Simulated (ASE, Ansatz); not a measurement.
**Electronic structure of AlP(110) slab, H on both faces (288 atoms)**

What does DFT give for AlP(110) slab, H on both faces (288 atoms) as built?

Calculated with Ansatz 0.2.0; Kohn-Sham DFT, PBE, PAW (set soft_2), localised support functions (medium).

### 1. Starting point

The cell holds 288 atoms: 96 Al, 96 P and 96 H. Cell: a = 23.178 Å, b = 21.852 Å, c = 20.375 Å, α = 90.0°, β = 90.0°, γ = 90.0°. It derives from AlP (zinc-blende). Zinc-blende AlP (a = 5.463 Å), (110) slab of 4 atomic planes, 6 x 4 surface cells, H on the broken bonds of both faces, 12 Å of vacuum; displaced by a Gaussian of 0.02 Å. Regions: slab, 192 atoms (96 Al and 96 P); hydrogen, 96 atoms (96 H). Vacuum lies along c.

Before any run, some limits are plain. Caps of real hydrogen don't mimic the fractional bonds of a polar compound, so surface states and strained caps may belong to the model. Beside vacuum, support functions can miss their usual error bounds without a warning. The Brillouin zone is sampled at Γ only, in a cell whose shortest periodic width is 22 Å.

### 2. Support functions medium

The electrons are solved once, with the atoms held.

input.yaml reads:

```yaml
crystal:
  lattice:
    - [23.17755, 0.0, 0.0]
    - [0.0, 21.852, 0.0]
    - [0.0, 0.0, 20.37452]
  atoms:
    - { symbol: Al, position: [0.91689, 0.13373, 0.35832] }
    - { symbol: P, position: [0.99932, 0.07366, 0.35767] }
    - { symbol: Al, position: [0.99972, 0.01007, 0.45351] }
    - { symbol: P, position: [0.91514, 0.19771, 0.45132] }
    - { symbol: Al, position: [0.91589, 0.13467, 0.546] }
    - { symbol: P, position: [0.99954, 0.07352, 0.54756] }
    - { symbol: Al, position: [0.9998, 0.01015, 0.642] }
    - { symbol: P, position: [0.91835, 0.19775, 0.64211] }
    - { symbol: Al, position: [0.08167, 0.13625, 0.3579] }
    - { symbol: P, position: [0.16645, 0.07386, 0.35845] }
    - { symbol: Al, position: [0.16711, 0.00923, 0.45199] }
    - { symbol: P, position: [0.08194, 0.19903, 0.45175] }
    - { symbol: Al, position: [0.08324, 0.13439, 0.54718] }
    - { symbol: P, position: [0.16691, 0.07379, 0.54643] }
    - { symbol: Al, position: [0.16647, 0.01057, 0.64321] }
    - { symbol: P, position: [0.08428, 0.19871, 0.6422] }
    - { symbol: Al, position: [0.91581, 0.38461, 0.3579] }
    - { symbol: P, position: [0.99946, 0.32329, 0.35704] }
    - { symbol: Al, position: [0.99938, 0.26097, 0.45373] }
    - { symbol: P, position: [0.91621, 0.44804, 0.45311] }
    - { symbol: Al, position: [0.91724, 0.38684, 0.54798] }
    - { symbol: P, position: [0.99879, 0.32309, 0.54692] }
    - { symbol: Al, position: [0.0008, 0.2604, 0.64265] }
    - { symbol: P, position: [0.9172, 0.44846, 0.64081] }
    - { symbol: Al, position: [0.24936, 0.13596, 0.35774] }
    - { symbol: P, position: [0.33416, 0.07261, 0.35756] }
    - { symbol: Al, position: [0.33325, 0.012, 0.45205] }
    - { symbol: P, position: [0.24931, 0.19706, 0.45266] }
    - { symbol: Al, position: [0.24924, 0.13485, 0.5479] }
    - { symbol: P, position: [0.33217, 0.07381, 0.54718] }
    - { symbol: Al, position: [0.33328, 0.01039, 0.64166] }
    - { symbol: P, position: [0.25104, 0.19962, 0.64316] }
    [... 250 atom lines left out ...]
    - { symbol: H, position: [0.66762, 0.79979, 0.70656] }
    - { symbol: H, position: [0.58364, 0.91022, 0.69813] }
    - { symbol: H, position: [0.74893, 0.92721, 0.29476] }
    - { symbol: H, position: [0.83265, 0.78578, 0.30223] }
    - { symbol: H, position: [0.83252, 0.80313, 0.70531] }
    - { symbol: H, position: [0.74949, 0.90899, 0.69892] }
kpoints:
  mp_grid: { grid: [1, 1, 1] }
hamiltonian:
  xc: pbe
scf:
  occupations: { method: gaussian, width: 0.025 }
  eigensolver: { kind: { support_functions: { accuracy: medium } } }
  mixing: { beta: 0.2 }
  max_iter: 150
output:
  forces: true
  eigenvalues: true
```

Launch:

```console
> ansatz run input.yaml --threads 8 --pin off --max-ram 15872MiB --backend cpu --events-out ev --progress --plain --runs-dir out
```

Numbers of over 12 decimals in the logs are rounded to 6 here.

Log:

```text
Warning: scf.eigensolver.kind.support_functions: disabling space-group detection — the functions' gradient is summed over unrotated k-points, so no spatial operation reduces the k-mesh or symmetrises the density; time reversal is kept, so that k and −k are solved as one point where they differ and the mesh holds both, and exact exchange and, on two spinor components, a DFT+U term hold to it where the run has them: [...]
settings of this run that can trade accuracy for cost: scf.eigensolver.kind.support_functions [...]
Engine: ansatz 0.2.0, aarch64-unknown-linux-gnu
Pseudopotentials: kind: paw
Pseudopotential: Al, paw, valence charge 3, recommended cutoff 420 eV (normal), Al.paw.azcp
Pseudopotential: P, paw, valence charge 5, recommended cutoff 420 eV (normal), P.paw.azcp
Pseudopotential: H, paw, valence charge 1, recommended cutoff 420 eV (normal), H.paw.azcp
Functional definition: PBE
  parameter kappa = 0.804
  parameter beta = 0.066725
  exchange = pbe_x(kappa = kappa, mu = beta*pi^2/3)
  correlation = pbe_c(beta = beta)
Crystal: 288 atoms, lattice volume = 10319.202 Å³
Basis set: ecut = 420 eV, 201725 PW (Γ), exchange–correlation on 320×300×288 points (8 copies of the dense FFT grid, shifted against one another)
Bands: 519, of which v1, the nominal top of the filled ones, is band 432 counted from 1 (431 counted from 0)
Symmetry: 1 space group operations
k-points: 1
Non-local potential: Al, projectors of the file, l = 0: 2, l = 1: 2, l = 2: 1
Non-local potential: P, projectors of the file, l = 0: 2, l = 1: 2, l = 2: 2
Non-local potential: H, projectors of the file, l = 0: 2, l = 1: 1
PAW form: soft (Blöchl's): semilocal exchange-correlation on the pseudo side does not see the compensation charge
PAW one-centre angular grid: Al, 110 points (default); XC on 64 Gauss nodes
PAW one-centre angular grid: P, 110 points (default); XC on 64 Gauss nodes
PAW one-centre angular grid: H, 110 points (default); XC on 64 Gauss nodes
Initial density: superposition of atomic densities (neutral atoms: chi_scale 0, normalization atom)
Initial wavefunctions: pseudopotential atomic-orbital guess
Functional: x = pbe(κ = 0.804, μ = 0.219515), c = pbe(β = 0.066725)
SCF iter   1: F=—  HF=-125695.713061 eV  |F-HF|=—  |Δ(HF+E_count)|=         —  Δρ=3.42e-2  dr2=1.37e2  ethr=1.00e-1
preconditioner: auto → Resta (q_TF=auto, 1.805 Å⁻¹)  ε∞=6.9  [insulator: Δε(μ)=3.354 eV  Ē_g=8.856 eV  σ=0.025 eV  W_gap=1.00  n_scr=1026 (ndim 8)  ℏωp=10.7 eV  f_vac=0.449  D(μ)=0.00/eV (n_scr^D=0)  ε∞_Penn≈2.5  vacuum switching on, ρ_ref=1.4e-3 e/Å³]
SCF iter   2: F=—  HF=-125794.457270 eV  |F-HF|=—  |Δ(HF+E_count)|=    9.87e1  Δρ=3.48e-2  dr2=1.38e2  ethr=1.58e-2
SCF iter   3: F=—  HF=-125781.155893 eV  |F-HF|=—  |Δ(HF+E_count)|=    1.33e1  Δρ=2.77e-2  dr2=8.90e1  ethr=1.58e-2  κ⁻¹=1.0e0(r=1)
SCF iter   4: F=—  HF=-125754.025310 eV  |F-HF|=—  |Δ(HF+E_count)|=    2.71e1  Δρ=5.70e-3  dr2=6.86e0  ethr=1.03e-2  κ⁻¹=9.2e-5(r=2)
SCF iter   5: F=—  HF=-125754.671458 eV  |F-HF|=—  |Δ(HF+E_count)|=   6.46e-1  Δρ=3.48e-3  dr2=2.37e0  ethr=7.94e-4  κ⁻¹=5.4e-5(r=3)
SCF iter   6: F=—  HF=-125755.327521 eV  |F-HF|=—  |Δ(HF+E_count)|=   6.56e-1  Δρ=1.56e-3  dr2=4.99e-1  ethr=2.74e-4  κ⁻¹=3.6e-5(r=4)
SCF iter   7: F=—  HF=-125755.676306 eV  |F-HF|=—  |Δ(HF+E_count)|=   3.49e-1  Δρ=1.58e-3  dr2=2.84e-1  ethr=5.78e-5  κ⁻¹=9.4e-6(r=5)
SCF iter   8: F=—  HF=-125755.779294 eV  |F-HF|=—  |Δ(HF+E_count)|=   1.03e-1  Δρ=4.20e-4  dr2=3.44e-2  ethr=3.29e-5  κ⁻¹=3.1e-6(r=6)
SCF iter   9: F=—  HF=-125755.795389 eV  |F-HF|=—  |Δ(HF+E_count)|=   1.61e-2  Δρ=4.75e-4  dr2=2.48e-2  ethr=3.98e-6  κ⁻¹=1.1e-6(r=7)
SCF iter  10: F=—  HF=-125755.801090 eV  |F-HF|=—  |Δ(HF+E_count)|=   5.70e-3  Δρ=1.27e-4  dr2=1.83e-3  ethr=2.87e-6  κ⁻¹=1.9e-7(r=7)
SCF iter  11: F=—  HF=-125755.806247 eV  |F-HF|=—  |Δ(HF+E_count)|=   5.16e-3  Δρ=1.17e-4  dr2=1.49e-3  ethr=2.11e-7  κ⁻¹=2.5e-6(r=7)
SCF iter  12: F=—  HF=-125755.809350 eV  |F-HF|=—  |Δ(HF+E_count)|=   3.10e-3  Δρ=2.87e-5  dr2=1.43e-4  ethr=1.72e-7  κ⁻¹=1.7e-6(r=7)
SCF iter  13: F=—  HF=-125755.812135 eV  |F-HF|=—  |Δ(HF+E_count)|=   2.79e-3  Δρ=2.93e-5  dr2=8.62e-5  ethr=1.66e-8  κ⁻¹=3.4e-6(r=7)
SCF iter  14: F=—  HF=-125755.814443 eV  |F-HF|=—  |Δ(HF+E_count)|=   2.31e-3  Δρ=7.56e-6  dr2=8.87e-6  ethr=9.97e-9  κ⁻¹=2.0e-6(r=7)
SCF iter  15: F=-125755.816371 eV  HF=-125755.816366 eV  |F-HF|=4.61e-6  |Δ(HF+E_count)|=   1.92e-3  Δρ=5.93e-6  dr2=4.94e-6  ethr=1.03e-9
SCF 1 converged in 15 iterations: F = -125755.849095 eV  dr2 = 4.94e-6
  greatest PAW one-centre occupation: 0.780 electrons in one spin orbital (limit 2), on the P atom at site 59 (counted from 0), in its partial waves of l = 0
SCF converged after 15 iterations
Stability not checked: this state was not tested for a lower state beside it, because the mixer in use, unlike msr1, does not test its closes by its own steps (another_mixer; see scf.mixing.algorithm and scf.lower_state_search)
Free energy (F): -125755.849095 eV
Harris-Foulkes:  -125755.849090 eV  (|F-HF|=4.61e-6)
Internal energy: -125755.849095 eV  (E = F + TS)
E sigma→0 (E₀):  -125755.849095 eV
Fermi energy:    -0.422514 eV
--- Per-component energies (eV) ---
  E_band       = -5084.009107
  E_kinetic    = 10276.258819
  E_local      = -159237.781018  (includes V_loc(G=0)·N_el)
  E_nonlocal   = 4450.371485
  E_softening  = 0.012597  (part of E_nonlocal)
  E_grid_corr  = -0.037720  (part of E_nonlocal)
  E_hartree    = 75146.826920
  E_xc         = -10575.400888
  E_vxc        = -9705.462061  (∫ρ·V_xc dr)
  E_paw        = -99603.152715  (= ΣΔE_a)
  E_vpaw       = -1161.193514  (= ΣTr[D̂ρ^β])
  E_aug_tail   = -0.116433  (compensation charges beyond the density's cutoff)
  E_ewald      = 53787.177460
  E_smearing   = -0.000000  (= −TS)
  E_closure    = 0.000000  (closes the sum)
  E_support_correction = -0.032724  (second-order, or where that is not computed along the SCF)
  E_support_correction_error = 3.8e-4  (of E_support_correction; not in F)
  Σ components = -125755.849095   (vs F -125755.849095, Δ=0.00e0)
--- Forces (eV/Å), atoms counted from 1 ---
  atom   1  Al    -0.60644661     0.67673658    -1.02500771
  atom   2  P      0.17145797    -0.63318094     0.38293595
  atom   3  Al     0.35000801     0.10714215    -0.21739231
  atom   4  P      0.61810988    -0.41706308     0.43322112
  atom   5  Al     0.22237190     0.34972330     0.25934396
  atom   6  P      0.04448973    -0.37113191    -0.23632445
  atom   7  Al     0.10394325     0.35286068     0.73654031
  atom   8  P     -0.29566818     0.15509674    -0.92767498
  atom   9  Al     0.31549676     0.16926365    -0.49802123
  atom  10  P     -0.25196578    -0.62232616    -0.33910263
  atom  11  Al     0.06598525     0.18024460    -0.02545809
  atom  12  P      0.27443792    -0.33004569     0.54032214
  atom  13  Al    -0.00927646     0.35815383    -0.02916926
  atom  14  P     -0.19821215    -0.66782978    -0.02230466
[...]
atom 287  H      0.01219775     0.11888439     0.10971636
  atom 288  H     -0.01313058     0.16929588    -0.14246679
  max |Σ_I F_I| component: 2.01e-2 eV/Å
--- Band table (eV) ---
  k-point 0: bands = ["-12.8077", "-12.6281", "-12.6227", "-12.6145", [... 431 levels ...], "1.0374", "1.0453", "1.1805", "1.1936", "1.3311", "1.3478", "1.4441", "1.4537", "1.4594", "1.4642", "1.5384", "1.5436"]
settings of this run that can trade accuracy for cost: scf.eigensolver.kind.support_functions [...]
```

The job ended after 2.5 min (8 threads of Arm Neoverse V2, shared host; peak memory 8.5 GiB; 19 min of CPU time).

The program notes that the band table was not solved further than the SCF left it and it switched symmetry off.

The run gave:

```
free energy                                      : -125755.8491 eV
free energy per atom                             : -436.6523 eV/atom
SCF cycles                                       : 15
r.m.s. force component                           : 0.379 eV/Å
longest force                                    : 2.118 eV/Å
Fermi energy                                     : -0.4225 eV
gap (highest filled to lowest empty level) : 2.297 eV
```

Length of the force by element:

```
element  coordination  atoms  mean length of the force (eV/Å)  spread   least  most
     Al           all     96                            0.603   0.266   0.145  1.37
      H           all     96                            0.396   0.292  0.0496  1.56
      P           all     96                            0.707   0.340   0.141  2.12
```

By region:

```
  region  atoms  mean length of the force (eV/Å)
    slab    192                            0.655
hydrogen     96                            0.396
```

The levels nearest the highest filled one (over half full), pooled over k-points and spins:

```
level less the highest filled one (eV)  occupation
                                -0.393           2
                                -0.380           2
                                -0.361           2
                                -0.344           2
                                -0.328           2
                                     0           2
                                  2.30           0
                                  2.48           0
                                  2.49           0
                                  2.61           0
                                  2.62           0
                                  2.75           0
```

### 3. Distances and neighbours

Bonds and neighbours are counted at the geometry of the runs.

Normalised to the volume that the atoms fill. g(r), total and by pair (bins of 0.2 Å):

```
r (Å)  total  Al-Al  Al-H   Al-P   H-H   H-P    P-P
 1.30   0.35   0.00  0.00   0.00  0.00  1.57   0.00
 1.50   1.54   0.00  3.06   0.00  0.00  3.90   0.00
 1.70   0.29   0.00  1.30   0.00  0.00  0.00   0.00
 1.90   0.00   0.00  0.00   0.00  0.00  0.00   0.00
 2.10   0.00   0.00  0.00   0.00  0.00  0.00   0.00
 2.30   2.69   0.00  0.00  12.08  0.00  0.00   0.00
 2.50   0.36   0.00  0.00   1.64  0.00  0.00   0.00
 2.70   0.00   0.00  0.00   0.00  0.00  0.00   0.00
 2.90   0.01   0.00  0.00   0.00  0.10  0.00   0.00
 3.10   1.28   0.00  3.33   0.00  4.60  0.11   0.00
 3.30   0.67   0.00  0.00   0.00  0.00  2.99   0.00
 3.50   0.01   0.00  0.00   0.00  0.07  0.00   0.00
 3.70   0.40   0.13  0.00   0.00  3.28  0.00   0.19
 3.90   3.78  13.09  1.09   0.00  2.88  1.41  13.02
 4.10   1.12   0.00  2.42   0.00  0.00  2.59   0.00
 4.30   0.09   0.00  0.40   0.00  0.00  0.00   0.00
 4.50   2.01   0.00  0.00   9.04  0.00  0.00   0.00
 4.70   0.20   0.00  0.49   0.05  0.00  0.34   0.00
 4.90   0.18   0.00  0.65   0.00  0.00  0.15   0.00
 5.10   0.55   0.00  0.36   0.00  0.00  2.12   0.00
 5.30   0.24   0.02  1.07   0.00  0.02  0.00   0.02
 5.50   0.81   2.93  0.00   0.00  1.46  0.00   2.92
 5.70   0.09   0.00  0.42   0.00  0.00  0.00   0.00
 5.90   1.31   0.00  0.55   4.48  0.00  0.87   0.00
 6.10   0.31   0.00  0.59   0.17  0.01  0.62   0.00
 6.30   0.69   0.00  1.10   0.00  1.11  1.46   0.00
 6.50   0.37   0.00  0.78   0.00  0.84  0.45   0.00
 6.70   2.08   6.87  0.65   0.00  2.14  0.76   6.86
```

Bonds by pair of elements; cutoffs follow the first minimum of g(r), held within bounds set by covalent radii, and pairs that aren't listed don't count as bonded:

```
pair A-B  cutoff (Å)  bonds  mean length (Å)  spread (Å)  shortest (Å)  B about A  A about B
    Al-H        1.98     48             1.59       0.027          1.52        0.5        0.5
    Al-P        2.83    336             2.37       0.029          2.28        3.5        3.5
     H-P        1.73     48             1.42       0.028          1.35        0.5        0.5
```

How many atoms have how many bonded neighbours:

```
element  mean   1   4
     Al     4   0  96
      H     1  96   0
      P     4   0  96
```

Bond angles, per cent of each kind in bins of 5°:

```
angle (°)  P-Al-P  Al-P-Al  H-Al-P  Al-P-H
  105–110    68.3     69.9    70.8    66.0
  110–115    31.7     30.1    29.2    34.0
```

Bond angles (no mean is given where the spread exceeds 20°):

```
  angle  count  mean (°)  spread (°)
 P-Al-P    432       110           1
Al-P-Al    432       110           1
 H-Al-P    144       109         1.3
 Al-P-H    144       110         1.4
```

First main peaks of g(r), for some of the pairs, lie near 3.86 Å (Al-Al), 1.59 Å (Al-H), 2.36 Å (Al-P), 3.05 Å (H-H), 1.42 Å (H-P) and 3.86 Å (P-P). By these cutoffs all Al atoms have 4, all H atoms have 1 and all P atoms have 4 bonded neighbours. The P-Al-P angle averages 110° with a spread of 1.0°.

Local excerpt of 10 atoms (numbers count through the whole input) about P186, which bears the longest force; x, y, z are measured from there.

```
 atom      x      y      z  distance (Å)  bonds     Fx     Fy  Fz (eV/Å)
 P186   0.00   0.00   0.00          0.00      4   0.56   0.73       1.91
 H286   0.02  -0.80  -1.09          1.35      1   0.02  -0.93      -1.25
Al185  -1.91   1.32   0.02          2.33      4  -0.04   0.79      -0.45
Al187   0.03  -1.34   1.99          2.40      4   0.08  -0.20      -0.32
 Al73   1.98   1.38   0.03          2.42      4  -0.43  -0.33       0.33
 H229   1.95   2.26  -1.21          3.22      1  -0.01   0.74      -0.90
 H285  -1.92   2.29  -1.25          3.24      1   0.01   0.07      -0.10
 P172  -1.88  -2.74   1.94          3.85      4  -0.21   0.20       0.54
 P178  -3.85   0.02   0.02          3.85      4   0.04   0.06       1.37
 P188  -1.91   2.71   1.97          3.85      4   0.16  -0.01       0.25
```

The column of bonds counts only the pairs Al-H within 1.98 Å, Al-P within 2.83 Å, H-P within 1.73 Å; other neighbours, such as metal atoms beside each other in a compound, aren't counted, and periodic images can show an atom twice.

### 4. Outcome

```
free energy per atom                             : -436.6523 eV/atom
r.m.s. force component                           : 0.379 eV/Å
gap (highest filled to lowest empty level) : 2.297 eV
wall time of the 1 DFT run                       : 2.5 min
```

Between filled and empty levels lie 2.30 eV (at Γ alone); a semilocal functional tends to put such gaps too low. With the cutoffs above, all Al atoms have 4, all H atoms have 1 and all P atoms have 4 bonded neighbours.

**Limits.** The geometry was built by rule, was displaced at random and isn't relaxed at this level: its force components are 0.38 eV/Å r.m.s.

[Logs are printed without paths, hosts, clocks, repeated set-up lines and the standing remarks that a program may print on its own settings, such as how far it seeks lower states.]

[Hosts, paths, dates, database ids (printed as entryN), source tags and the programs' standing remarks are cut or masked in the printed files.]
